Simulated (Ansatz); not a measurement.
# MnAg2PbO4, from a guessed structure to a relaxed one

Starting from a made-up structure for MnAg2PbO4, the aim is the relaxed cell, its shortest contacts and, where a second run follows, its electronic structure.

Calculated with Ansatz 0.2.0; DFT, PBE, plane-wave PAW, files of the set soft_1, scalar-relativistic, ferromagnetic start, cell and ions relaxed at zero pressure; PAW set soft_1, in the first sound run; inputs show where later runs differ.

**1. Set-up**

The structure is tetragonal, space group I-42m (No. 121). Conventional cell: a = 5.000 Å, b = 5.000 Å, c = 9.428 Å, α = 90.00°, β = 90.00°, γ = 90.00°. Nearest to Pb lie 4 O at 1.88 Å. Nearest to Ag lie 4 O at 2.21 Å. Mn has 4 O at 2.24 Å nearest. Nearest to O lie 1 Pb at 1.88 Å and 2 Ag at 2.21 Å and 1 Mn at 2.24 Å. Farther neighbours and most contacts between anions are not listed.

**2. Relaxing cell and atoms**

The guessed cell has no reason to be at equilibrium. It is relaxed with the atoms, within the space group of the guess.

Contents of input.yaml:

```yaml
crystal:
  lattice:
    - [-2.5, 2.5, 4.714]
    - [2.5, -2.5, 4.714]
    - [2.5, 2.5, -4.714]
  atoms:
    - { symbol: Pb, position: [0.0, 0.0, 0.0] }
    - { symbol: Ag, position: [0.75, 0.25, 0.5] }
    - { symbol: Ag, position: [0.25, 0.75, 0.5] }
    - { symbol: Mn, position: [0.5, 0.5, 0.0], spin: 4.0 }
    - { symbol: O, position: [0.6674, 0.6674, 0.5584] }
    - { symbol: O, position: [0.109, 0.109, 0.4416] }
    - { symbol: O, position: [0.891, 0.3326, 0.0] }
    - { symbol: O, position: [0.3326, 0.891, 0.0] }
magnetization:
  spin_polarized: true
kpoints:
  mp_grid: { grid: [8, 8, 8] }
scf:
  occupations: { method: fermi_dirac, width: 0.05 }
hamiltonian:
  xc: pbe
  pseudopotentials: { kind: paw, azcp: { folder: soft_1 } }
relax:
  f_tol: 0.015
  max_steps: 70
  cell: {}
output:
  forces: true
  stress: true
```

Command:

```
$ ansatz run input.yaml --threads 4 --pin off --max-ram 10240MiB --backend cpu --events-out ev --progress --plain --runs-dir out
```

Numbers of over 12 decimals in the logs are rounded to 6 here.

The log of the run:

```text
Engine: ansatz 0.2.0, aarch64-unknown-linux-gnu
Pseudopotentials: kind: paw
Pseudopotential: Pb, paw, valence charge 14, recommended cutoff 420 eV (normal), soft_1/Pb.paw.azcp
Pseudopotential: Ag, paw, valence charge 19, recommended cutoff 420 eV (normal), soft_1/Ag.paw.azcp
Pseudopotential: Mn, paw, valence charge 15, recommended cutoff 420 eV (normal), soft_1/Mn.paw.azcp
Pseudopotential: O, paw, valence charge 6, recommended cutoff 420 eV (normal), soft_1/O.paw.azcp
Functional definition: PBE
  parameter kappa = 0.804
  parameter beta = 0.066725
  exchange = pbe_x(kappa = kappa, mu = beta*pi^2/3)
  correlation = pbe_c(beta = beta)
Crystal: 8 atoms, lattice volume = 117.850 Å³
Basis set: ecut = 420 eV, 2315 PW (Γ), exchange–correlation on 80×80×80 points (8 copies of the dense FFT grid, shifted against one another)
Bands: 57, of which v1, the nominal top of the filled ones, is band 46 counted from 1 (45 counted from 0)
Symmetry: 8 space group operations
Space group: I-42m (ITA 121), of the structure as read, at distance tolerance 4.9e-5 Å
Magnetic group: BNS 121.327 (UNI 987), of the structure as read, at distance tolerance 4.9e-5 Å
k-points: 59 of 512 (time reversal used)
Non-local potential: Pb, projectors of the file, l = 0: 2, l = 1: 2, l = 2: 2, l = 3: 1
Non-local potential: Ag, projectors of the file, l = 0: 3, l = 1: 2, l = 2: 2, l = 3: 1
Non-local potential: Mn, projectors of the file, l = 0: 3, l = 1: 2, l = 2: 3, l = 3: 1
Non-local potential: O, projectors of the file, l = 0: 2, l = 1: 2, l = 2: 1
PAW form: soft (Blöchl's): semilocal exchange-correlation on the pseudo side does not see the compensation charge
PAW one-centre angular grid: Pb, 590 points (default); XC on 64 Gauss nodes
PAW one-centre angular grid: Ag, 590 points (default); XC on 64 Gauss nodes
PAW one-centre angular grid: Mn, 590 points (default); XC on 64 Gauss nodes
PAW one-centre angular grid: O, 110 points (default); XC on 64 Gauss nodes
Initial density: superposition of atomic densities (chi_scale 0.1, normalization cell, long waves kept (reshape's long-wave potential 0.10 eV rms))
Starting moments: Σ|m| = 4 μB on 1 of 8 sites
Initial wavefunctions: pseudopotential atomic-orbital guess
Functional: x = pbe(κ = 0.804, μ = 0.219515), c = pbe(β = 0.066725)
SCF iter   1: F=—  HF=-33254.561477 eV  |F-HF|=—  |Δ(HF+E_count)|=         —  Δρ=8.59e-2 (↑8.59e-2 ↓5.67e-2)  dr2=2.91e1  dr2_m=4.83e-1  M=4.761 μB ∫|m|=4.761 μB  β_m=0.30  ethr=3.10e-3  ⟨swp⟩=6.3  Hψ=24792  notcnv=0  defer=10
Mixer restart at iter 1: flushing history
preconditioner: auto → Kerker (q_TF=auto, 2.613 Å⁻¹)  [metal: Δε(μ)=0.025 eV  Ē_g=11.663 eV  σ=0.050 eV  W_gap=0.12  n_scr=34 (ndim 8)  ℏωp=28.0 eV  f_vac=0.003  D(μ)=2.44/eV (n_scr^D=14)]
spin=Collinear: Kerker preconditioning applied to the charge; magnetization (m = ρ↑ − ρ↓) channel mixes plain (no charge-response kernel on spin).
SCF iter   2: F=—  HF=-33252.079522 eV  |F-HF|=—  |Δ(HF+E_count)|=    2.48e0  Δρ=4.79e-2 (↑4.79e-2 ↓2.50e-2)  dr2=9.72e0  dr2_m=3.78e-1  M=4.952 μB ∫|m|=4.952 μB  β_m=0.43  ethr=3.10e-3  ⟨swp⟩=3.1  Hψ=14685  notcnv=0  defer=399
SCF iter   3: F=—  HF=-33250.409882 eV  |F-HF|=—  |Δ(HF+E_count)|=    1.67e0  Δρ=1.89e-2 (↑1.89e-2 ↓1.33e-2)  dr2=2.44e0  dr2_m=6.04e-2  M=4.955 μB ∫|m|=4.969 μB  β_m=0.55  ethr=3.10e-3  ⟨swp⟩=3.7  Hψ=14555  notcnv=0  defer=444
SCF iter   4: F=—  HF=-33249.787487 eV  |F-HF|=—  |Δ(HF+E_count)|=   6.22e-1  Δρ=7.71e-3 (↑6.86e-3 ↓7.71e-3)  dr2=3.76e-1  dr2_m=4.69e-3  M=4.958 μB ∫|m|=4.989 μB  β_m=0.70  ethr=2.68e-3  ⟨swp⟩=3.0  Hψ=9686  notcnv=0  defer=493
SCF iter   5: F=—  HF=-33249.830656 eV  |F-HF|=—  |Δ(HF+E_count)|=   4.32e-2  Δρ=4.69e-3 (↑3.65e-3 ↓4.69e-3)  dr2=8.67e-2  dr2_m=2.35e-3  M=4.948 μB ∫|m|=4.980 μB  β_m=0.85  ethr=4.13e-4  ⟨swp⟩=3.1  Hψ=11043  notcnv=0  defer=493
SCF iter   6: F=—  HF=-33249.829510 eV  |F-HF|=—  |Δ(HF+E_count)|=         —  Δρ=1.83e-3 (↑1.83e-3 ↓1.45e-3)  dr2=1.02e-2  dr2_m=1.45e-3  M=4.949 μB ∫|m|=4.975 μB  β_m=0.85  ethr=9.53e-5  ⟨swp⟩=2.3  Hψ=12268  notcnv=0  defer=594
Mixer restart at iter 6: flushing history
SCF iter   7: F=—  HF=-33249.830806 eV  |F-HF|=—  |Δ(HF+E_count)|=   1.30e-3  Δρ=1.03e-3 (↑1.03e-3 ↓9.80e-4)  dr2=4.18e-3  dr2_m=4.18e-5  M=4.950 μB ∫|m|=4.975 μB  β_m=0.92  ethr=1.12e-5  ⟨swp⟩=2.2  Hψ=10805  notcnv=0  defer=589
SCF iter   8: F=—  HF=-33249.831393 eV  |F-HF|=—  |Δ(HF+E_count)|=   5.88e-4  Δρ=5.77e-4 (↑5.77e-4 ↓5.19e-4)  dr2=1.63e-3  dr2_m=1.61e-5  M=4.950 μB ∫|m|=4.975 μB  β_m=0.85  ethr=4.60e-6  ⟨swp⟩=2.1  Hψ=11914  notcnv=0  defer=589
SCF iter   9: F=—  HF=-33249.831062 eV  |F-HF|=—  |Δ(HF+E_count)|=   3.32e-4  Δρ=2.23e-4 (↑1.84e-4 ↓2.23e-4)  dr2=3.82e-4  dr2_m=1.80e-6  M=4.950 μB ∫|m|=4.975 μB  β_m=0.87  ethr=1.80e-6  ⟨swp⟩=2.1  Hψ=10842  notcnv=0  defer=589
SCF iter  10: F=—  HF=-33249.831027 eV  |F-HF|=—  |Δ(HF+E_count)|=   3.51e-5  Δρ=2.55e-4 (↑2.55e-4 ↓1.27e-4)  dr2=1.43e-4  dr2_m=6.07e-6  M=4.950 μB ∫|m|=4.975 μB  β_m=0.81  ethr=4.20e-7  ⟨swp⟩=2.2  Hψ=12224  notcnv=0  defer=589
SCF iter  11: F=—  HF=-33249.831012 eV  |F-HF|=—  |Δ(HF+E_count)|=   1.44e-5  Δρ=7.38e-5 (↑4.52e-5 ↓7.38e-5)  dr2=3.58e-5  dr2_m=6.73e-7  M=4.950 μB ∫|m|=4.975 μB  β_m=0.90  ethr=1.58e-7  ⟨swp⟩=2.3  Hψ=11033  notcnv=0  defer=589
SCF iter  12: F=—  HF=-33249.831006 eV  |F-HF|=—  |Δ(HF+E_count)|=   6.75e-6  Δρ=2.28e-5 (↑2.28e-5 ↓1.98e-5)  dr2=3.46e-6  dr2_m=3.49e-8  M=4.950 μB ∫|m|=4.975 μB  β_m=0.87  ethr=3.93e-8  ⟨swp⟩=2.1  Hψ=9628  notcnv=0  defer=589
SCF iter  13: F=—  HF=-33249.831005 eV  |F-HF|=—  |Δ(HF+E_count)|=   8.25e-8  Δρ=1.21e-5 (↑1.18e-5 ↓1.21e-5)  dr2=1.08e-6  dr2_m=1.05e-9  M=4.950 μB ∫|m|=4.975 μB  β_m=0.91  ethr=3.81e-9  ⟨swp⟩=2.6  Hψ=12363  notcnv=0  defer=589
SCF iter  14: F=—  HF=-33249.831006 eV  |F-HF|=—  |Δ(HF+E_count)|=   1.82e-7  Δρ=5.63e-6 (↑5.63e-6 ↓5.02e-6)  dr2=2.19e-7  dr2_m=6.49e-10  M=4.950 μB ∫|m|=4.975 μB  β_m=0.96  ethr=1.18e-9  ⟨swp⟩=2.1  Hψ=9507  notcnv=0  defer=589
SCF iter  15: F=-33249.831006 eV  HF=-33249.831006 eV  |F-HF|=7.28e-12  |Δ(HF+E_count)|=   7.86e-8  Δρ=1.17e-6 (↑1.12e-6 ↓1.17e-6)  dr2=9.39e-9  dr2_m=3.14e-10  M=4.950 μB ∫|m|=4.975 μB  ethr=1.10e-10  ⟨swp⟩=3.0  Hψ=24718  notcnv=0
SCF 1 converged in 15 iterations: F = -33249.831006 eV  dr2 = 9.39e-9
  greatest PAW one-centre occupation: 1.001 electrons in one spin orbital (limit 2), on the Ag atom at site 1 (counted from 0), in its partial waves of l = 0
[...]
relax step   9: F+E_penalty+E_count = -33255.15112970 eV  Δ(F+E_penalty+E_count) = -1.189e-3 eV  max|allowed force component| = 4.821e-3 eV/Å  Δτ_max = 0.0055 Å  P = +0.017 GPa  Ω = 131.677 Å³  energy of the carried Pulay correction = -2.423e-2 eV  (11 SCF iters, dr2 threshold 5.72e-8 eV, accepted)
relax step  10: F+E_penalty+E_count = -33255.19642767 eV  Δ(F+E_penalty+E_count) = -4.530e-2 eV  max|allowed force component| = 8.115e-3 eV/Å  Δτ_max = 0.0000 Å  P = +0.520 GPa  Ω = 131.677 Å³  stress off target by 5.82e-1 GPa  SCF on the basis re-selected at this cell (its energy is not comparable with the rows above)  (11 SCF iters)
relax step  11: F+E_penalty+E_count = -33255.19660663 eV  Δ(F+E_penalty+E_count) = -1.790e-4 eV  max|allowed force component| = 2.351e-3 eV/Å  Δτ_max = 0.0018 Å  P = +0.081 GPa  Ω = 132.347 Å³  energy of the carried Pulay correction = -1.204e-3 eV  (9 SCF iters, dr2 threshold 8.00e-7 eV, accepted)
relax step  12: F+E_penalty+E_count = -33255.19640158 eV  Δ(F+E_penalty+E_count) = +2.051e-4 eV  max|allowed force component| = 2.798e-4 eV/Å  Δτ_max = 0.0007 Å  P = +0.003 GPa  Ω = 132.479 Å³  energy of the carried Pulay correction = -1.446e-3 eV  (9 SCF iters, dr2 threshold 1.96e-8 eV, accepted)
iter 1 solved again at ethr=1.61e-7 eV; its pass at ethr=3.10e-3 eV (dr2=1.47e-4 eV) is discarded
SCF iter   1: F=—  HF=-33255.197685 eV  |F-HF|=—  |Δ(HF+E_count)|=         —  Δρ=2.44e-5 (↑2.44e-5 ↓2.37e-5)  dr2=3.14e-7  dr2_m=4.38e-9  M=2.753 μB ∫|m|=2.929 μB  β_m=0.65  ethr=1.61e-7  ⟨swp⟩=3.2  Hψ=41235  notcnv=0
preconditioner: auto → Kerker (q_TF=auto, 2.397 Å⁻¹)  [metal: Δε(μ)=0.001 eV  Ē_g=11.252 eV  σ=0.050 eV  W_gap=0.00  n_scr=34 (ndim 8)  ℏωp=26.4 eV  f_vac=0.054  D(μ)=2.32/eV (n_scr^D=14)]
spin=Collinear: Kerker preconditioning applied to the charge; magnetization (m = ρ↑ − ρ↓) channel mixes plain (no charge-response kernel on spin).
SCF iter   2: F=—  HF=-33255.197864 eV  |F-HF|=—  |Δ(HF+E_count)|=   1.79e-4  Δρ=9.42e-6 (↑9.42e-6 ↓8.91e-6)  dr2=7.70e-8  dr2_m=7.20e-9  M=2.753 μB ∫|m|=2.929 μB  β_m=0.54  ethr=3.45e-10  ⟨swp⟩=2.4  Hψ=11524  notcnv=0
SCF iter   3: F=—  HF=-33255.197867 eV  |F-HF|=—  |Δ(HF+E_count)|=   2.82e-6  Δρ=4.29e-6 (↑4.29e-6 ↓4.21e-6)  dr2=8.44e-9  dr2_m=1.29e-10  M=2.753 μB ∫|m|=2.929 μB  β_m=0.62  ethr=8.47e-11  ⟨swp⟩=2.3  Hψ=10390  notcnv=0
SCF iter   4: F=—  HF=-33255.197868 eV  |F-HF|=—  |Δ(HF+E_count)|=   8.20e-7  Δρ=7.93e-7 (↑6.52e-7 ↓7.93e-7)  dr2=2.80e-9  dr2_m=1.89e-11  M=2.753 μB ∫|m|=2.929 μB  β_m=0.81  ethr=9.28e-12  ⟨swp⟩=2.0  Hψ=10690  notcnv=0
SCF iter   5: F=—  HF=-33255.197868 eV  |F-HF|=—  |Δ(HF+E_count)|=   5.70e-9  Δρ=6.98e-7 (↑3.16e-7 ↓6.98e-7)  dr2=2.18e-9  dr2_m=1.00e-10  M=2.753 μB ∫|m|=2.929 μB  β_m=0.91  ethr=3.08e-12  ⟨swp⟩=2.0  Hψ=11858  notcnv=0
SCF iter   6: F=—  HF=-33255.197868 eV  |F-HF|=—  |Δ(HF+E_count)|=   1.75e-9  Δρ=4.32e-7 (↑1.83e-7 ↓4.32e-7)  dr2=9.76e-10  dr2_m=3.26e-11  M=2.753 μB ∫|m|=2.929 μB  β_m=0.95  ethr=2.40e-12  ⟨swp⟩=2.0  Hψ=10021  notcnv=0
SCF iter   7: F=—  HF=-33255.197868 eV  |F-HF|=—  |Δ(HF+E_count)|=  1.67e-10  Δρ=5.33e-7 (↑5.33e-7 ↓1.25e-7)  dr2=3.85e-10  dr2_m=6.30e-11  M=2.753 μB ∫|m|=2.929 μB  β_m=0.90  ethr=1.07e-12  ⟨swp⟩=2.0  Hψ=11990  notcnv=0
SCF iter   8: F=—  HF=-33255.197868 eV  |F-HF|=—  |Δ(HF+E_count)|=  1.31e-10  Δρ=1.55e-7 (↑1.55e-7 ↓9.48e-8)  dr2=3.71e-11  dr2_m=9.93e-12  M=2.753 μB ∫|m|=2.929 μB  β_m=0.84  ethr=1.00e-12  ⟨swp⟩=2.0  Hψ=11663  notcnv=0
SCF iter   9: F=—  HF=-33255.197868 eV  |F-HF|=—  |Δ(HF+E_count)|=  1.46e-11  Δρ=6.18e-8 (↑6.18e-8 ↓2.08e-8)  dr2=7.72e-12  dr2_m=9.75e-13  M=2.753 μB ∫|m|=2.929 μB  β_m=0.88  ethr=1.00e-12  ⟨swp⟩=1.0  Hψ=6726  notcnv=0
SCF iter  10: F=-33255.197868 eV  HF=-33255.197868 eV  |F-HF|=7.28e-12  |Δ(HF+E_count)|=    0.00e0  Δρ=4.54e-8 (↑4.54e-8 ↓3.70e-8)  dr2=1.10e-11  dr2_m=5.67e-14  M=2.753 μB ∫|m|=2.929 μB  ethr=1.00e-12  ⟨swp⟩=2.0  Hψ=19047  notcnv=0
SCF 13 converged in 10 iterations: F = -33255.197868 eV  dr2 = 1.10e-11
relax step  13: F+E_penalty+E_count = -33255.19786759 eV  Δ(F+E_penalty+E_count) = -1.466e-3 eV  max|allowed force component| = 3.498e-4 eV/Å  Δτ_max = 0.0000 Å  P = +0.005 GPa  Ω = 132.479 Å³  stress off target by 7.64e-3 GPa  SCF on the basis re-selected at this cell (its energy is not comparable with the rows above)  (10 SCF iters)
basis re-selected at this cell: Δ(F+E_penalty+E_count) = -1.466e-3 eV, ΔP = +0.002 GPa vs the last step (what re-selecting the basis moved, of the pressure what is left beyond the Pulay correction that the steps carried, after the strain that the cell walked since its last selection, with what the two solves' SCF thresholds leave and, on support functions, any second-order correction that the steps lacked; it is no m [...]
SCF converged after 10 iterations
Magnetization: 2.7532 μB (46.8766 up, 44.1234 down)
Absolute magnetization: 2.9510 μB (∫|ρ↑−ρ↓|, with the PAW one-centre terms)
Spin contamination: 0.0688 ħ² per cell (⟨S²⟩ above its minimum at these occupations)
Per-site moments (μB) at R_I (Å): [(0.031217, 1.012552), (0.018068, 0.978700), (0.018068, 0.978700), (1.879841, 0.725333), (0.026513, 0.725333), (0.026513, 0.725333), (0.026513, 0.725333), (0.026513, 0.725333)]
Free energy (F): -33255.197868 eV
Harris-Foulkes:  -33255.197868 eV  (|F-HF|=7.28e-12)
Internal energy: -33255.178208 eV  (E = F + TS)
E sigma→0 (E₀):  -33255.188038 eV
Entropy (-TS):   -0.019660 eV (-2.458 meV/atom)
Fermi energy:    9.669029 eV
--- Per-component energies (eV) ---
  E_band       = -1125.968061
  E_kinetic    = 2210.630324
  E_local      = -10927.146977  (includes V_loc(G=0)·N_el)
  E_nonlocal   = 1032.653503
  E_hartree    = 4688.086605
  E_xc         = -914.029720
  E_vxc        = -1037.702846  (∫ρ·V_xc dr)
  E_paw        = -20275.452761  (= ΣΔE_a)
  E_vpaw       = -1780.578991  (= ΣTr[D̂ρ^β])
  E_aug_tail   = 0.003904  (compensation charges beyond the density's cutoff)
  E_ewald      = -9069.923087
  E_smearing   = -0.019660  (= −TS)
  E_closure    = 0.000000  (closes the sum)
  Σ components = -33255.197868   (vs F -33255.197868, Δ=0.00e0)
--- Forces (eV/Å), atoms counted from 1 ---
  atom   1  Pb     0.00000000     0.00000000     0.00000000
  atom   2  Ag    -0.00000000    -0.00000000     0.00000000
  atom   3  Ag    -0.00000000    -0.00000000    -0.00000000
  atom   4  Mn    -0.00000000    -0.00000000     0.00000000
  atom   5  O      0.00027420     0.00027420    -0.00034980
  atom   6  O     -0.00027420    -0.00027420    -0.00034980
  atom   7  O     -0.00027420     0.00027420     0.00034980
  atom   8  O      0.00027420    -0.00027420     0.00034980
  max |Σ_I F_I| component: 1.58e-16 eV/Å
--- Stress (GPa, compression-positive) ---
        0.007644      -0.000000      -0.000000
       -0.000000       0.007644       0.000000
       -0.000000       0.000000      -0.000710
  P = ⅓ Tr σ = 0.0049 GPa (0.049 kbar)
--- Relaxed structure (11 steps of the walk, 11 accepted, 2 SCFs on fresh bases) ---
  F+E_penalty+E_count = -33255.19786759 eV   max|allowed force component| = 3.498e-4 eV/Å   (the final SCF, on the basis selected at the relaxed cell)
  cell:  # Å, volume = 132.4787 Å³
    - [-2.622419, 2.622419, 4.815950]
    - [2.622419, -2.622419, 4.815950]
    - [2.622419, 2.622419, -4.815950]
  atoms:
    - { symbol: Pb, position: [-3.9710758911791e-19, -5.942968592386891e-19, -7.182839392716278e-19] }
    - { symbol: Ag, position: [0.75, 0.250000, 0.5] }
    - { symbol: Ag, position: [0.250000, 0.75, 0.5] }
    - { symbol: Mn, position: [0.500000, 0.500000, -2.4793655181512595e-18] }
    - { symbol: O, position: [0.594760, 0.594760, 0.393360] }
    - { symbol: O, position: [0.201400, 0.201400, 0.606640] }
    - { symbol: O, position: [0.798600, 0.405240, 0.0] }
    - { symbol: O, position: [0.405240, 0.798600, 0.0] }
```

It took 7.1 min on 4 threads of Arm Neoverse V1, shared host; peak memory 0.96 GiB.

Step by step:

```csv
step,energy less that of the first step (eV),largest force component (eV/Å),pressure (GPa),volume (Å³)
1,0.0000,3.9492,25.07,117.85
2,-2.9089,1.2559,3.01,130.05
3,-3.9678,1.3925,4.09,125.91
4,-4.7889,1.1677,8.07,125.27
5,-5.1335,0.2902,-3.65,139.45
6,-5.3094,0.0366,-0.17,132.56
7,-5.3150,0.0139,-0.06,132.42
8,-5.3189,0.0189,-0.07,132.01
9,-5.3201,0.0048,0.02,131.68
10*,-5.3654,0.0081,0.52,131.68
11,-5.3656,0.0024,0.08,132.35
12,-5.3654,0.0003,0.00,132.48
13*,-5.3669,0.0003,0.00,132.48
```

Relaxation steps marked * repeat the geometry before them on a plane-wave basis chosen anew for their cell, so energy and pressure can jump there.

Forces are held to the 8 operations that the run works with; a distortion that breaks them can't arise in this run.

```csv
"conventional cell, symmetrised",before,after,change
a (Å),5.000,5.245,+4.9 %
b (Å),5.000,5.245,+4.9 %
c (Å),9.428,9.632,+2.2 %
volume (Å³/atom),14.73,16.56,+12.4 %
```

The atoms that moved most (Å, as changes of fractional coordinates times the final cell):

```csv
atom,dx,dy,dz,length
O7,0.433,-0.433,-0.095,0.619
O8,-0.433,0.433,-0.095,0.619
O5,-0.433,-0.433,0.095,0.619
O6,0.433,0.433,0.095,0.619
```

This step gave:

| Quantity | Value |
| --- | --- |
| free energy | -33255.1979 eV |
| energy at zero smearing | -33255.1880 eV |
| smearing term TS | 0.01966 eV |
| Fermi energy | 9.669 eV |
| magnetization | 2.753 μB |
| absolute magnetization | 2.951 μB |
| site moments | 0.03122, 0.01807, 0.01807, 1.880, 0.02651, 0.02651, 0.02651, 0.02651 μB |
| electrons | 91 |
| symmetry operations | 8 |
| pressure | 0.004859 GPa |

Site moment by atom:

```csv
atom,site moment (μB)
Pb1,0.03
Ag2,0.02
Ag3,0.02
Mn4,1.88
O5,0.03
O6,0.03
O7,0.03
O8,0.03
```

Shortest distances by pair of elements, guess and relaxed (not always the same contact):

```csv
pair,guess (Å),relaxed (Å)
Mn–O,2.238,1.758
Ag–O,2.206,2.373
O–Pb,1.884,2.455
O–O,3.053,2.848
Ag–Pb,3.436,3.560
```

The relaxation ends with a largest force component of 3.5e-4 eV/Å and a pressure of 0.00 GPa.

(Part 1 of 2 ends here.)

[Logs are printed without paths, hosts, clocks, repeated set-up lines and the standing remarks that a program may print on its own settings, such as how far it seeks lower states.]

[Hosts, paths, dates, database ids (printed as entryN), source tags and the programs' standing remarks are cut or masked in the printed files.]
